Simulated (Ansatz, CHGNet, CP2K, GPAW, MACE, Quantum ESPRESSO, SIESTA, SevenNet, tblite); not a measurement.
# Running generalised stacking fault on (111) (shuffle set) of a GaAs-GaSb solid solution (48 atoms) with GPAW, part 2 of 2

How do the settings of GPAW change the result for generalised stacking fault on (111) (shuffle set) of a GaAs-GaSb solid solution (48 atoms)? A plane-wave run serves as the yardstick.

Program: GPAW 26.7.0; the method stands at each step. Banners, paths, timers and routine set-up lines are dropped from the logs unmarked, and long logs keep their key lines alone; longer cuts are marked.

So far. Step 3 (PBE, plane waves 550 eV): The run ends at a pressure of 5.15 GPa, with forces up to 2.4 eV/Å. Step 4 (PBE, LCAO dzp, h 0.15 Å): Against the first run (6.3 %), the force difference from the reference is 6.3 %, at 2.2 times the CPU time: the change moves forces by 5.2 meV/Å r.m.s., so most of the difference comes from elsewhere.

## 5. revPBE, LCAO dzp, h 0.2 Å

Method: Kohn-Sham DFT, revPBE, PAW, atomic orbitals (dzp).

run.py reads:

```python
import numpy as np
from ase.io import read
from gpaw import GPAW, FermiDirac

atoms = read("structure.xyz")
atoms.calc = GPAW(
    mode="lcao",
    basis="dzp",
    h=0.2,
    xc="revPBE",
    kpts={"size": (1, 1, 1), "gamma": True},
    occupations=FermiDirac(0.05),
    maxiter=200,
    symmetry={"point_group": False},
    txt="gpaw.txt",
)
energy = atoms.get_potential_energy(force_consistent=True)
forces = atoms.get_forces()
print(f"energy {energy:.6f} eV")
print("forces (eV/A)")
for i, (a, f) in enumerate(zip(atoms, forces)):
    print(f"{i:4d} {a.symbol:2s} {f[0]:10.5f} {f[1]:10.5f} {f[2]:10.5f}")
print(f"Fermi level {atoms.calc.get_fermi_level():.4f} eV")
for k in range(len(atoms.calc.get_ibz_k_points())):
    for s in range(atoms.calc.get_number_of_spins()):
        e = atoms.calc.get_eigenvalues(kpt=k, spin=s)
        n = np.searchsorted(e, atoms.calc.get_fermi_level())
        print(f"k {k} spin {s} levels about the Fermi level:", np.round(e[max(n - 6, 0):n], 4).tolist(), "|", np.round(e[n:n + 6], 4).tolist())
```

structure.xyz reads:

```xyz
48
Lattice="8.26650 0.00000 0.00000 0.00000 7.15900 0.00000 3.09994 0.00000 20.24871" Properties=species:S:1:pos:R:3 pbc="T T T"
[... 48 atom lines left out: the same atoms as in the first run ...]
```

Command:

```sh
$ OMP_NUM_THREADS=1 python run.py > output.txt
```

The program printed:

```text
energy -151.580216 eV
forces (eV/A)
   0 Ga    0.35031    0.46261    1.30445
   1 Sb    0.65400    0.13019   -1.44855
   2 Ga   -0.81039    0.74745    1.22259
   3 As    0.12960    0.47417   -0.35854
   4 Ga   -1.84455   -0.16802    0.73513
   5 As    0.64536    0.56742   -0.68246
[...]
45 As    0.30898    0.04041   -0.08376
  46 Ga   -0.16564   -0.27301   -0.90763
  47 Sb   -0.25912    0.91737   -0.43464
Fermi level 5.3471 eV
k 0 spin 0 levels about the Fermi level: [4.7072, 4.7291, 4.8103, 4.9829, 5.1205, 5.2785] | [5.4129, 5.659, 5.8996, 6.0444, 6.1683, 6.3017]
```

gpaw.txt:

```text
Input parameters:
  mode=LCAO(),
  basis={'default': 'dzp'},
  h=0.2,
  kpts=MonkhorstPack(size=(1, 1, 1), gamma=True),
  maxiter=200,
  occupations=Occupations(name='fermi-dirac', width=0.05, fixmagmom=False),
[... lines left out ...]
  Fermi-Dirac:
[... lines left out ...]
convergence criteria:
- Maximum [total energy] change in last 3 cyles: 0.0005 eV / valence electron
[... lines left out ...]
Converged in 17 steps
[... lines left out ...]
  Free energy:    -151.580216
[... lines left out ...]
Fermi level: 5.347
[... lines left out ...]
|        ... |               |           |
|        179 |         9.119 |     0.000 |
Gap: 0.134 eV
Transition (v -> c):
  (s=0, k=0, n=145, [0.00, 0.00, 0.00]) -> (s=0, k=0, n=146, [0.00, 0.00, 0.00])
No difference between direct/indirect transitions
Force computation time: 20.986  # s
timing:  # [seconds]
  Total:  189.889  # ━━━━━━━━━━━━━━━━━━━━━━━━━━━━━━━━━━━━━━━━━━━━━━━━━━━━━━━━
  Init:     8.495  # ━━╸
  SCF:    160.385  # ━━━━━━━━━━━━━━━━━━━━━━━━━━━━━━━━━━━━━━━━━━━━━━━╸
  Forces:  20.986  # ━━━━━━
```

Run time: 3.2 min. Hardware: 1 thread of Arm Neoverse V1, shared host; peak memory 1.3 GiB.

Compared with the plane-wave run:

```
r.m.s. force component                  : 0.7104 eV/Å
r.m.s. difference of force components   : 57.04 meV/Å
longest difference of force vectors     : 182.6 meV/Å
force difference over r.m.s. force      : 8.545 %
slope of forces against the reference's : 1.063
correlation of force components         : 0.9985
```

Against the first run (6.3 %), the force difference from the reference is 8.5 %, at 0.98 times the CPU time; the model has changed, so this is no error of the program alone.

## 6. PBE, LCAO dzp, h 0.2 Å, other mixer settings

Method: Kohn-Sham DFT, PBE, PAW, atomic orbitals (dzp).

Edit run.py of step 5 so:

```diff
@@ -2,3 +2,3 @@
 from ase.io import read
-from gpaw import GPAW, FermiDirac
+from gpaw import GPAW, FermiDirac, Mixer
 
@@ -9,5 +9,6 @@
     h=0.2,
-    xc="revPBE",
+    xc="PBE",
     kpts={"size": (1, 1, 1), "gamma": True},
     occupations=FermiDirac(0.05),
+    mixer=Mixer(0.03, 7, 100),
     maxiter=200,
```

structure.xyz is that of step 5.

The program printed:

```text
energy -165.829395 eV
forces (eV/A)
   0 Ga    0.36079    0.44864    1.28407
   1 Sb    0.62550    0.14785   -1.41722
   2 Ga   -0.77916    0.72550    1.19081
   3 As    0.11921    0.47990   -0.32622
   4 Ga   -1.80657   -0.18005    0.70818
   5 As    0.62010    0.57163   -0.66611
   6 Ga    0.96856   -0.73674    0.53185
   7 As   -0.02211   -0.23192   -0.05436
   8 Ga   -0.29335   -0.75698    1.19037
   9 As    0.47942    0.41344   -0.69999
  10 Ga   -0.94574   -1.22732    0.84438
  11 As   -0.26856    0.14107   -0.39559
[...]
43 As    0.46078    0.43064    0.19826
  44 Ga    1.04244   -0.83142    0.19430
  45 As    0.27733    0.05143   -0.05234
  46 Ga   -0.15433   -0.27338   -0.94498
  47 Sb   -0.27993    0.91266   -0.38017
Fermi level 5.2243 eV
k 0 spin 0 levels about the Fermi level: [4.6256, 4.6412, 4.7306, 4.9032, 5.0367, 5.1791] | [5.2642, 5.5147, 5.7509, 5.8972, 6.0205, 6.1671]
```

gpaw.txt:

```text
Input parameters:
  mode=LCAO(),
  basis={'default': 'dzp'},
  h=0.2,
  kpts=MonkhorstPack(size=(1, 1, 1), gamma=True),
  maxiter=200,
  mixer=Pulay(name='pulay', nmaxold=7, beta=0.03, weight=100, sigma=0.015, g_ss=None),
  occupations=Occupations(name='fermi-dirac', width=0.05, fixmagmom=False),
[... lines left out ...]
  Fermi-Dirac:
[... lines left out ...]
convergence criteria:
- Maximum [total energy] change in last 3 cyles: 0.0005 eV / valence electron
[... lines left out ...]
Converged in 19 steps
[... lines left out ...]
  Free energy:    -165.829395
[... lines left out ...]
Fermi level: 5.224
[... lines left out ...]
|          0 |       -23.920 |     2.000 |
|        ... |               |           |
|        138 |         4.236 |     2.000 |
|        139 |         4.433 |     2.000 |
[...]
|        153 |         6.294 |     0.000 |
|        ... |               |           |
|        179 |         8.998 |     0.000 |
Gap: 0.085 eV
Transition (v -> c):
  (s=0, k=0, n=145, [0.00, 0.00, 0.00]) -> (s=0, k=0, n=146, [0.00, 0.00, 0.00])
No difference between direct/indirect transitions
Force computation time: 21.920  # s
timing:  # [seconds]
  Total:  211.159  # ━━━━━━━━━━━━━━━━━━━━━━━━━━━━━━━━━━━━━━━━━━━━━━━━━━━━━━━━
  Init:     8.610  # ━━╸
  SCF:    180.599  # ━━━━━━━━━━━━━━━━━━━━━━━━━━━━━━━━━━━━━━━━━━━━━━━━
  Forces:  21.920  # ━━━━━━
```

Run time: 3.5 min. Hardware: 1 thread; peak memory 1.2 GiB.

Numbers from this run, and their distance from the reference:

* r.m.s. force component: 0.7005 eV/Å
* r.m.s. difference of force components: 42.38 meV/Å
* longest difference of force vectors: 139.9 meV/Å
* force difference over r.m.s. force: 6.348 %
* slope of forces against the reference's: 1.049
* correlation of force components: 0.9992
* energy less the same-level run's: 0.0001 meV/atom
* r.m.s. force difference from the same-level run: 1.962 meV/Å

Against the first run (6.3 %), the force difference from the reference is 6.3 %, at 1.1 times the CPU time: another solver or mixer reaches the same state.

## 7. The ladder

Differences are against the plane-wave reference, forces as r.m.s. over components; share is that over the reference's r.m.s. force, slope the least-squares factor from reference forces to these. Total energies of different programs have different zeros and aren't compared.

```csv
run,"Δ force, r.m.s. (meV/Å)",share (%),slope,Δ pressure (GPa),cores,CPU time,memory (GiB)
reference,-,-,-,-,8,84 s,1.7
"GPAW PBE, LCAO dzp, h 0.2 Å",42.4,6.34,1.048,-,1,3.2 min,1.3
"GPAW PBE, plane waves 550 eV",24.6,3.68,1.005,0.225,2,7.2 min,1.4
"GPAW PBE, LCAO dzp, h 0.15 Å",41.8,6.27,1.048,-,1,7.1 min,2.9
"GPAW revPBE, LCAO dzp, h 0.2 Å",57.0,8.55,1.063,-,1,3.2 min,1.3
"GPAW PBE, LCAO dzp, h 0.2 Å, other mixer settings",42.4,6.35,1.049,-,1,3.5 min,1.2
```

CPU time is summed over cores on a shared host, where runs went side by side, so it is rough. Symmetry, cutoffs, thresholds, outputs and thread counts weren't matched or tuned between programs; memory under MPI is the largest rank's times the ranks.

Within one program, basis, potentials and functional, energies share a zero. Each run against its twin at the usual cutoff or grid and solver:

```csv
run,twin,Δ energy (meV/atom),"Δ force, r.m.s. (meV/Å)",CPU time over the twin's
"GPAW PBE, LCAO dzp, h 0.15 Å","LCAO dzp, h 0.2 Å",-8.04,5.16,2.2
"GPAW PBE, LCAO dzp, h 0.2 Å, other mixer settings","LCAO dzp, h 0.2 Å",1.0e-4,1.96,1.1
```

## 8. Outcome

| Quantity | Value |
| --- | --- |
| nearest in forces | GPAW PBE, plane waves 550 eV, 3.7 % |
| its CPU time | 7.2 min |

PBE on plane waves or a grid with other potentials, cutoffs or grids differs from the reference by 3.7 % (GPAW PBE, plane waves 550 eV) of the r.m.s. force; this holds the reference's own error, so differences of a few per cent don't tell which side is nearer the exact PBE result. The PBE runs in local orbitals differ by 6.3 % in each run; basis, grid and potentials can all enter. Rows with another functional or a dispersion term differ by 8.5 % (GPAW revPBE, LCAO dzp, h 0.2 Å), which mixes the change of model with differences of basis and potentials. None of the electronic-structure runs in the table takes under half the reference's CPU time of 84 s; they take 2.3 to 5.2 times as much. The potentials hold different valence shells: 672 electrons in the reference, 292 in GPAW; this bears on time and differences. GPAW's setups keep the filled d shell of Ga in the core. GPAW's Ga setup keeps the 3d shell in the core. The reference's stress is far from hydrostatic: its diagonal is 11.1, 1.3, 2.4 GPa, compression counted positive. The host structure and its lattice constant were typed by rule, without a check against the phase diagram. The reference's pressure of 4.9 GPa belongs to a cell and atoms that aren't relaxed at this level. The electronic-structure runs sample only Γ, in a cell whose shortest periodic width is 7 Å, which is coarse for a cell with partly filled levels. Spin–orbit coupling is left out, which matters for the levels of the heavy elements.

[Also dropped from logs without a mark: logging warnings of Python, and SIESTA's first energy breakdown and zero terms.]

[Logs are printed without paths, hosts, clocks, repeated set-up lines and the standing remarks that a program may print on its own settings, such as how far it seeks lower states.]

[Hosts, paths, dates, database ids (printed as entryN), source tags and the programs' standing remarks are cut or masked in the printed files.]
